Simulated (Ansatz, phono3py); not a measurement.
## Heat carried by phonons in KBr (Fm-3m)

How well does the lattice of KBr conduct heat?

Experimental results on record:
- thermal conductivity 3.4 W/m/K near room temperature (given in “Combining the AFLOW GIBBS and Elastic Libraries to efficiently and robustly screen thermo-mechanical properties of solids”, 2017, arXiv:1611.05714)
- thermal conductivity 3.4 W/m/K near room temperature (given in “Predicting the lattice thermal conductivity of solids by solving the Boltzmann transport equation: AFLOW - AAPL an automated, accurate and efficient framework”, 2017, arXiv:1611.05481)

Program: Ansatz 0.2.0. Level of theory: DFT LDA, scalar-relativistic, plane waves, PAW; PAW set soft_1. Results are calculated unless marked as measured.

Report form: the programs' logs are mostly left out.

### 1. Starting point

The structure is cubic, space group Fm-3m (No. 225). The conventional cell has a = 6.600 Å, b = 6.600 Å, c = 6.600 Å, α = 90.00°, β = 90.00°, γ = 90.00°. Nearest to K lie 6 Br at 3.30 Å. Br has 6 K at 3.30 Å nearest. Farther neighbours and most contacts between anions are not listed.

### 2. Probe on a coarse mesh

Before spending time, one coarse run tells the gap and the pressure of the starting cell.

input.yaml reads:

```yaml
crystal:
  lattice:
    - [0.0, 3.3, 3.3]
    - [3.3, 0.0, 3.3]
    - [3.3, 3.3, 0.0]
  atoms:
    - { symbol: K, position: [0.0, 0.0, 0.0] }
    - { symbol: Br, position: [0.5, 0.5, 0.5] }
kpoints:
  mp_grid: { grid: [6, 6, 6] }
hamiltonian:
  xc: lda
  pseudopotentials: { kind: paw, azcp: { folder: soft_1 }, xc_functional: pbe }
scf:
  occupations: { method: gaussian, width: 0.1 }
  lower_state_search: "off"
output:
  forces: true
  stress: true
  eigenvalues: true
```

The run is started by

```bash
> ansatz run input.yaml --threads 8 --pin off --max-ram 19456MiB --backend cpu --events-out ev --progress --plain --runs-dir out
```

Elapsed: 0.33 s, on 8 threads of Arm Neoverse V1, shared host; peak memory 0.31 GiB.

Numbers from this step:

* pressure: -1.642 GPa
* gap on the k-mesh: 4.031 eV
* volume per atom: 35.94 Å³/atom

The start is under -1.6 GPa at this level and looks like an insulator or semiconductor on this mesh.

### 3. Finding the static equilibrium

The vibrations must be taken about the equilibrium of this functional, not about the starting cell, so the structure is relaxed.

input.yaml, the sections that differ from step 2:

```yaml
scf:
  occupations: { method: gaussian, width: 0.02 }
  lower_state_search: "off"
output:
  forces: true
  stress: true
  eigenvalues: true
  write_density: true
  write_potential: true
  elf: true
  volumetric_format: npy
relax:
  adjacent_minimum: "off"
  f_tol: 0.005
  max_steps: 80
  cell: { stress_tol: 0.05 }
# crystal, kpoints, hamiltonian: as in step 2
```

Run time: 1.3 s. Hardware: 8 threads; peak memory 0.33 GiB; 6.7 s of CPU time.

The steps of the relaxation:

```tsv
step	energy less that of the first step (eV)	largest force component (eV/Å)	pressure (GPa)	volume (Å³)
1	0.0000	0.0000	-1.64	71.87
2	-0.0295	0.0000	-0.97	68.33
3	-0.0407	0.0000	0.29	63.81
4	-0.0414	0.0000	-0.03	64.79
5*	-0.0410	0.0000	-0.03	64.79
```

Relaxation steps marked * repeat the geometry before them on a plane-wave basis chosen anew for their cell, so energy and pressure can jump there.

The run keeps the 48 symmetry operations that it works with, so distortions that break them were not tested.

```tsv
conventional cell, symmetrised	before	after	change
a (Å)	6.600	6.376	-3.4 %
b (Å)	6.600	6.376	-3.4 %
c (Å)	6.600	6.376	-3.4 %
volume (Å³/atom)	35.94	32.39	-9.9 %
```

The relaxed structure:

```xyz
2
Lattice="0.0000 3.1878 3.1878 3.1878 0.0000 3.1878 3.1878 3.1878 0.0000" Properties=species:S:1:pos:R:3 pbc="T T T"
K     0.0000    0.0000    0.0000
Br    3.1878    3.1878    3.1878
```

Numbers from this step:

- pressure: -0.03441 GPa
- gap on the k-mesh: 4.316 eV
- volume per atom: 32.39 Å³/atom

ELF in the ac plane of the conventional cell at fractional y = 0.000, with atoms of K and Br within 0.2 Å of it. It is the smooth field of the valence electrons, not physical close to the nuclei.

Values, 10 rows by 16 columns, each cell a mean:
```
0.80 0.85 0.59 0.10 0.35 0.79 0.84 0.54 0.44 0.76 0.85 0.58 0.11 0.35 0.80 0.82
0.49 0.37 0.14 0.03 0.20 0.57 0.74 0.80 0.81 0.78 0.67 0.36 0.06 0.07 0.29 0.45
0.35 0.33 0.24 0.10 0.04 0.09 0.16 0.20 0.21 0.18 0.12 0.05 0.05 0.18 0.30 0.35
0.83 0.83 0.75 0.45 0.08 0.12 0.46 0.65 0.68 0.56 0.27 0.05 0.25 0.67 0.82 0.84
0.24 0.66 0.86 0.60 0.12 0.40 0.84 0.80 0.74 0.85 0.65 0.13 0.36 0.81 0.82 0.39
0.44 0.76 0.85 0.58 0.11 0.35 0.80 0.82 0.80 0.85 0.59 0.10 0.35 0.79 0.84 0.54
0.81 0.78 0.67 0.36 0.06 0.07 0.29 0.45 0.49 0.37 0.14 0.03 0.20 0.57 0.74 0.80
0.21 0.18 0.12 0.05 0.05 0.18 0.30 0.35 0.35 0.33 0.24 0.10 0.04 0.09 0.16 0.20
0.68 0.56 0.27 0.05 0.25 0.67 0.82 0.84 0.83 0.83 0.75 0.45 0.08 0.12 0.46 0.65
0.74 0.85 0.65 0.13 0.36 0.81 0.82 0.39 0.24 0.66 0.86 0.60 0.12 0.40 0.84 0.80
```
Columns run along a (6.4 Å), rows up along c (6.4 Å), edges of the conventional cell, whose origin can differ from the input's. Atoms in or near the plane, at fractional coordinates: K at (0.00, 0.00), K at (0.50, 0.50), Br at (0.50, 0.00), Br at (0.00, 0.50).

Electrostatic potential energy in the ac plane of the conventional cell at fractional y = 0.000, with atoms of K and Br within 0.2 Å of it. With pseudopotentials it is smooth inside the atoms' cores, unlike the true potential.

Values in eV, 10 rows by 16 columns, each cell a mean:
```
-38 -25  -4   5   6   2 -20 -46 -50 -34  -4   6   6   1 -16 -35
 -4   0   4   6   7   7   4  -2  -4   1   6   7   7   5   2  -2
  5   6   7   7   7   7   6   5   5   6   7   7   7   7   6   6
-15  -5   4   7   7   4  -1  -9 -12  -5   3   6   7   6   0 -12
-55 -42  -7   5   5   0 -21 -40 -44 -31  -7   4   6   1 -27 -52
-50 -34  -4   6   6   1 -16 -35 -38 -25  -4   5   6   2 -20 -46
 -4   1   6   7   7   5   2  -2  -4   0   4   6   7   7   4  -2
  5   6   7   7   7   7   6   6   5   6   7   7   7   7   6   5
-12  -5   3   6   7   6   0 -12 -15  -5   4   7   7   4  -1  -9
-44 -31  -7   4   6   1 -27 -52 -55 -42  -7   5   5   0 -21 -40
```
Columns run along a (6.4 Å; values clipped at the 3rd and 97th percentile), rows up along c (6.4 Å), edges of the conventional cell, whose origin can differ from the input's. Atoms in or near the plane, at fractional coordinates: K at (0.00, 0.00), K at (0.50, 0.50), Br at (0.50, 0.00), Br at (0.00, 0.50).

Valence density in the ac plane of the conventional cell at fractional y = 0.000, with atoms of K and Br within 0.2 Å of it. It is the smooth field of the valence electrons, not physical close to the nuclei.

Values in e/Å³, 10 rows by 16 columns, each cell a mean:
```
3.3 2.0 0.5 0.1 0.1 0.4 0.9 0.9 0.8 1.0 0.6 0.2 0.1 0.2 1.2 2.9
0.5 0.3 0.1 0.0 0.1 0.1 0.3 0.5 0.6 0.4 0.2 0.1 0.0 0.1 0.2 0.4
0.2 0.1 0.1 0.0 0.0 0.0 0.1 0.1 0.1 0.1 0.0 0.0 0.0 0.0 0.1 0.1
0.8 0.6 0.3 0.1 0.0 0.1 0.3 0.8 1.0 0.5 0.2 0.0 0.1 0.2 0.5 0.8
0.4 1.1 0.7 0.2 0.1 0.3 1.6 3.5 3.9 2.5 0.6 0.1 0.1 0.4 1.0 0.7
0.8 1.0 0.6 0.2 0.1 0.2 1.2 2.9 3.3 2.0 0.5 0.1 0.1 0.4 0.9 0.9
0.6 0.4 0.2 0.1 0.0 0.1 0.2 0.4 0.5 0.3 0.1 0.0 0.1 0.1 0.3 0.5
0.1 0.1 0.0 0.0 0.0 0.0 0.1 0.1 0.2 0.1 0.1 0.0 0.0 0.0 0.1 0.1
1.0 0.5 0.2 0.0 0.1 0.2 0.5 0.8 0.8 0.6 0.3 0.1 0.0 0.1 0.3 0.8
3.9 2.5 0.6 0.1 0.1 0.4 1.0 0.7 0.4 1.1 0.7 0.2 0.1 0.3 1.6 3.5
```
Columns run along a (6.4 Å), rows up along c (6.4 Å), edges of the conventional cell, whose origin can differ from the input's. Atoms in or near the plane, at fractional coordinates: K at (0.00, 0.00), K at (0.50, 0.50), Br at (0.50, 0.00), Br at (0.00, 0.50).

The relaxation ends with a pressure of -0.03 GPa.

### 4. A second relaxation

The relaxation is run once more from where the first one ended, as the script does after a large change of volume or of the gap, with mesh and occupations reviewed.

input.yaml: that of step 3 with these lines changed.

```diff
@@ -2,5 +2,5 @@
   lattice:
-    - [0.0, 3.3, 3.3]
-    - [3.3, 0.0, 3.3]
-    - [3.3, 3.3, 0.0]
+    - [0.0, 3.1878095162, 3.1878095162]
+    - [3.1878095162, 0.0, 3.1878095162]
+    - [3.1878095162, 3.1878095162, 0.0]
   atoms:
```

Elapsed: 0.57 s, on 8 threads; peak memory 0.33 GiB; 2.7 s of CPU time.

Little changed from the start: no atom moved by 0.005 Å and no cell edge by 0.1 %.

This step gave:

| Item | Value |
| --- | --- |
| pressure | -0.03442 GPa |

Electrostatic potential energy in the ac plane of the conventional cell at fractional y = 0.000, with atoms of K and Br within 0.2 Å of it. With pseudopotentials it is smooth inside the atoms' cores, unlike the true potential.

Ten even steps from '_' (-56 eV) to '@' (7 eV), each cell a mean:
```
..--**@@@@@@%%--____..**@@@@@@%%==::
==++%%@@@@@@@@**--::==%%@@@@@@%%##==
##%%@@@@@@@@@@@@%%##%%@@@@@@@@@@%%%%
@@@@@@@@@@@@@@@@@@@@@@@@@@@@@@@@@@@@
@@@@@@@@@@@@@@@@@@@@@@@@@@@@@@@@@@@@
@@@@@@@@@@@@@@@@@@@@@@@@@@@@@@@@@@@@
++##@@@@@@@@@@%%****##%%@@@@@@@@%%**
__::##@@@@@@%%++--::==##@@@@@@%%==..
____++@@@@@@##==....::**@@@@@@##::__
__..**@@@@@@%%==::..--**@@@@@@%%--__
::==%%@@@@@@%%##====++%%@@@@@@@@**--
##%%@@@@@@@@@@%%%%##%%@@@@@@@@@@@@%%
@@@@@@@@@@@@@@@@@@@@@@@@@@@@@@@@@@@@
@@@@@@@@@@@@@@@@@@@@@@@@@@@@@@@@@@@@
@@@@@@@@@@@@@@@@@@@@@@@@@@@@@@@@@@@@
**##%%@@@@@@@@%%**++##@@@@@@@@@@%%**
::==##@@@@@@%%==..__::##@@@@@@%%++--
..::**@@@@@@##::______++@@@@@@##==..
```
Columns run along a (6.4 Å; values clipped at the 3rd and 97th percentile), rows up along c (6.4 Å), edges of the conventional cell, whose origin can differ from the input's. Atoms in or near the plane, at fractional coordinates: K at (0.00, 0.00), K at (0.50, 0.50), Br at (0.50, 0.00), Br at (0.00, 0.50).

Valence density in the ac plane of the conventional cell at fractional y = 0.000, with atoms of K and Br within 0.2 Å of it. It is the smooth field of the valence electrons, not physical close to the nuclei.

Ten even steps from '_' (0.0 e/Å³) to '@' (4.3 e/Å³), each cell a mean:
```
@@**::______..::..__::::______..==%%
++--..________::::::::..________::==
..______________......____________..
____________________________________
____________________________________
____________________________________
::....________..::::..__________..::
::::..________--**##++..______..::::
__::::______..++@@@@##::______..::__
__::::______..==%%@@**::______..::..
::::..________::==++--..________::::
....____________....______________..
____________________________________
____________________________________
____________________________________
::..__________..::::....________..::
##++..______..::::::::..________--**
@@##::______..::____::::______..++@@
```
Columns run along a (6.4 Å), rows up along c (6.4 Å), edges of the conventional cell, whose origin can differ from the input's. Atoms in or near the plane, at fractional coordinates: K at (0.00, 0.00), K at (0.50, 0.50), Br at (0.50, 0.00), Br at (0.00, 0.50).

ELF in the ac plane of the conventional cell at fractional y = 0.000, with atoms of K and Br within 0.2 Å of it. It is the smooth field of the valence electrons, not physical close to the nuclei.

Values, 10 rows by 16 columns, each cell a mean:
```
0.80 0.85 0.59 0.10 0.35 0.79 0.84 0.54 0.44 0.76 0.85 0.58 0.11 0.35 0.80 0.82
0.49 0.37 0.14 0.03 0.20 0.57 0.74 0.80 0.81 0.78 0.67 0.36 0.06 0.07 0.29 0.45
0.35 0.33 0.24 0.10 0.04 0.09 0.16 0.20 0.21 0.18 0.12 0.05 0.05 0.18 0.30 0.35
0.83 0.83 0.75 0.45 0.08 0.12 0.46 0.65 0.68 0.56 0.27 0.05 0.25 0.67 0.82 0.84
0.24 0.66 0.86 0.60 0.12 0.40 0.84 0.80 0.74 0.85 0.65 0.13 0.36 0.81 0.82 0.39
0.44 0.76 0.85 0.58 0.11 0.35 0.80 0.82 0.80 0.85 0.59 0.10 0.35 0.79 0.84 0.54
0.81 0.78 0.67 0.36 0.06 0.07 0.29 0.45 0.49 0.37 0.14 0.03 0.20 0.57 0.74 0.80
0.21 0.18 0.12 0.05 0.05 0.18 0.30 0.35 0.35 0.33 0.24 0.10 0.04 0.09 0.16 0.20
0.68 0.56 0.27 0.05 0.25 0.67 0.82 0.84 0.83 0.83 0.75 0.45 0.08 0.12 0.46 0.65
0.74 0.85 0.65 0.13 0.36 0.81 0.82 0.39 0.24 0.66 0.86 0.60 0.12 0.40 0.84 0.80
```
Columns run along a (6.4 Å), rows up along c (6.4 Å), edges of the conventional cell, whose origin can differ from the input's. Atoms in or near the plane, at fractional coordinates: K at (0.00, 0.00), K at (0.50, 0.50), Br at (0.50, 0.00), Br at (0.00, 0.50).

### 5. Relaxing to small residual forces and stress

The relaxation is repeated with tighter thresholds on force and stress, since phonons are sensitive to what is left; a change of mesh or smearing in the input moves the cell too.

input.yaml, the sections that differ from step 4:

```yaml
scf:
  occupations: { method: fixed }
  lower_state_search: "off"
output:
  forces: true
  stress: true
  eigenvalues: true
relax:
  adjacent_minimum: "off"
  f_tol: 0.001
  max_steps: 60
  cell: { stress_tol: 0.01 }
# crystal, kpoints, hamiltonian: as in step 4
```

The job ended after 0.97 s (8 threads; peak memory 0.32 GiB; 4.8 s of CPU time).

Little changed from the start: no atom moved by 0.005 Å and no cell edge by 0.1 %.

Numbers from this step:

- pressure: -1.85e-6 GPa
- gap on the k-mesh: 4.321 eV
- volume per atom: 32.34 Å³/atom

The residual pressure is -1.8e-6 GPa, small enough for phonons.

### 6. A cheap rung, k-mesh 6×6×6, q-mesh of the transport sums 11×11×11

A small supercell and a short cutoff cost little, and show how far such settings carry.

input.yaml reads:

```yaml
crystal:
  lattice:
    - [0.0, 3.1859975229, 3.1859975229]
    - [3.1859975229, 0.0, 3.1859975229]
    - [3.1859975229, 3.1859975229, 0.0]
  atoms:
    - { symbol: K, position: [0.0, 0.0, 0.0] }
    - { symbol: Br, position: [0.5, 0.5, 0.5] }
kpoints:
  mp_grid: { grid: [6, 6, 6] }
hamiltonian:
  xc: lda
  pseudopotentials: { kind: paw, azcp: { folder: soft_1 }, xc_functional: pbe }
scf:
  occupations: { method: fixed }
  lower_state_search: "off"
output:
  eigenvalues: true
phonons:
  method: fd
  dielectric: true
  supercell: [2, 2, 2]
  temperatures: { t_max: 1000, t_step: 50 }
  qpath:
    path:
      - [[0.0, 0.0, 0.0], [0.5, 0.0, 0.5], [0.625, 0.25, 0.625]]
      - [[0.375, 0.375, 0.75], [0.0, 0.0, 0.0], [0.5, 0.5, 0.5], [0.5, 0.25, 0.75], [0.5, 0.0, 0.5]]
    npoints: 10
  third_order: { supercell: [2, 2, 2], pair_cutoff: 3.336 }
  lattice_thermal_conductivity:
    qmesh: [11, 11, 11]
    temperatures: [100.0, 150.0, 200.0, 300.0, 400.0, 500.0]
    isotope_mass_variance:
      - { species: Br, variance: 0.0001563 }
      - { species: K, variance: 0.000164 }
```

It took 1.9 min on 8 threads; peak memory 1.8 GiB.

This step gave:

- Γ frequencies: 0, 0, 0, 129.9, 129.9, 129.9 cm⁻¹ (negative: imaginary)
- lowest frequency on the path: 0 cm⁻¹
- zero-point energy: 0.03678 eV/cell
- point group: m-3m
- highest frequency: 172.1 cm⁻¹
- Debye temperature from the second moment: 196 K
- κ at 300 K (relaxation time): 4.81 W/m/K
- κ at 300 K (full solution): 4.821 W/m/K
- dipole term: run
- mean free path at half of κ: 17.2 nm
- share of κ above the three lowest branches: 0.059
- third-order blocks: 38
- periodic aliases dropped: 0
- largest relative sum-rule correction: 0.03054
- displaced cells, third order: 22

W/m/K. Kappa, by row:

```tsv
T (K)	RTA xx	RTA yy	RTA zz	full xx	full yy	full zz	coherence part xx	coherence part yy	coherence part zz	ending	iterations	least Ritz value
100	15.08	15.08	15.08	15.09	15.09	15.09	0.0206	0.0206	0.0206	converged	8	0.661
150	9.715	9.715	9.715	9.728	9.728	9.728	0.03112	0.03112	0.03112	converged	8	0.652
200	7.221	7.221	7.221	7.234	7.234	7.234	0.03958	0.03958	0.03958	converged	8	0.648
300	4.81	4.81	4.81	4.821	4.821	4.821	0.05308	0.05308	0.05308	converged	8	0.644
400	3.626	3.626	3.626	3.636	3.636	3.636	0.06392	0.06392	0.06392	converged	8	0.642
500	2.922	2.922	2.922	2.931	2.931	2.931	0.07306	0.07306	0.07306	converged	8	0.641
```

This rung gives 4.81 W/(m K) at 300 K by relaxation time, but with 16 atoms, 1 neighbour distance inside the cutoff and a 11×11×11 mesh it is a test, not the conductivity of the crystal.

### 7. A cheap rung, k-mesh 4×4×4, q-mesh of the transport sums 17×17×17

input.yaml: that of step 6 with these lines changed.

```diff
@@ -9,3 +9,3 @@
 kpoints:
-  mp_grid: { grid: [6, 6, 6] }
+  mp_grid: { grid: [4, 4, 4] }
 hamiltonian:
@@ -21,3 +21,3 @@
   dielectric: true
-  supercell: [2, 2, 2]
+  qmesh: [4, 4, 4]
   temperatures: { t_max: 1000, t_step: 50 }
@@ -30,3 +30,3 @@
   lattice_thermal_conductivity:
-    qmesh: [11, 11, 11]
+    qmesh: [17, 17, 17]
     temperatures: [100.0, 150.0, 200.0, 300.0, 400.0, 500.0]
```

Run time: 55 s. Hardware: 8 threads; peak memory 1.7 GiB; 6.7 min of CPU time.

This step gave:

| Property | Result |
| --- | --- |
| Γ frequencies | 0, 0, 0, 129.8, 129.8, 129.8 cm⁻¹ (negative: imaginary) |
| zero-point energy | 0.03674 eV/cell |
| highest frequency | 172 cm⁻¹ |
| κ at 300 K (relaxation time) | 5.12 W/m/K |
| κ at 300 K (full solution) | 5.181 W/m/K |
| mean free path at half of κ | 16.9 nm |
| share of κ above the three lowest branches | 0.052 |
| largest relative sum-rule correction | 0.03087 |

W/m/K. Kappa, by row:

```tsv
T (K)	RTA xx	RTA yy	RTA zz	full xx	full yy	full zz	coherence part xx	coherence part yy	coherence part zz	ending	iterations	least Ritz value
100	16.11	16.11	16.11	16.27	16.27	16.27	0.02105	0.02105	0.02105	converged	8	0.655
150	10.36	10.36	10.36	10.47	10.47	10.47	0.0307	0.0307	0.0307	converged	8	0.646
200	7.695	7.695	7.695	7.781	7.781	7.781	0.03838	0.03838	0.03838	converged	8	0.641
300	5.12	5.12	5.12	5.181	5.181	5.181	0.05079	0.05079	0.05079	converged	8	0.637
400	3.857	3.857	3.857	3.904	3.904	3.904	0.0609	0.0609	0.0609	converged	8	0.635
500	3.105	3.105	3.105	3.143	3.143	3.143	0.06947	0.06947	0.06947	converged	8	0.634
```

This rung gives 5.12 W/(m K) at 300 K by relaxation time, but with 16 atoms, 1 neighbour distance inside the cutoff and a 17×17×17 mesh it is a test, not the conductivity of the crystal.

### 8. Levels and costs side by side

Ladder, by row:

```tsv
cells or q mesh	k mesh	pair cutoff	atoms in the supercell	q-mesh of the transport sums	κ at 300 K (relaxation time) (W/m/K)	κ at 300 K (full solution) (W/m/K)	core-minutes
2x2x2	6x6x6	3.336	16	11×11×11	4.81	4.821	14.6
4x4x4	4x4x4	3.336	16	17×17×17	5.12	5.181	6.7
```

### 9. What came out

```yaml
conductivity: not obtained on sound settings
```

What this shows: No conductivity was obtained: no run with a large enough supercell and cutoff finished.

[Logs are printed without paths, hosts, clocks, repeated set-up lines and the standing remarks that a program may print on its own settings, such as how far it seeks lower states.]

[Hosts, paths, dates, database ids (printed as entryN), source tags and the programs' standing remarks are cut or masked in the printed files.]

[A step with changed settings may run another functional than the one named; its input shows which.]
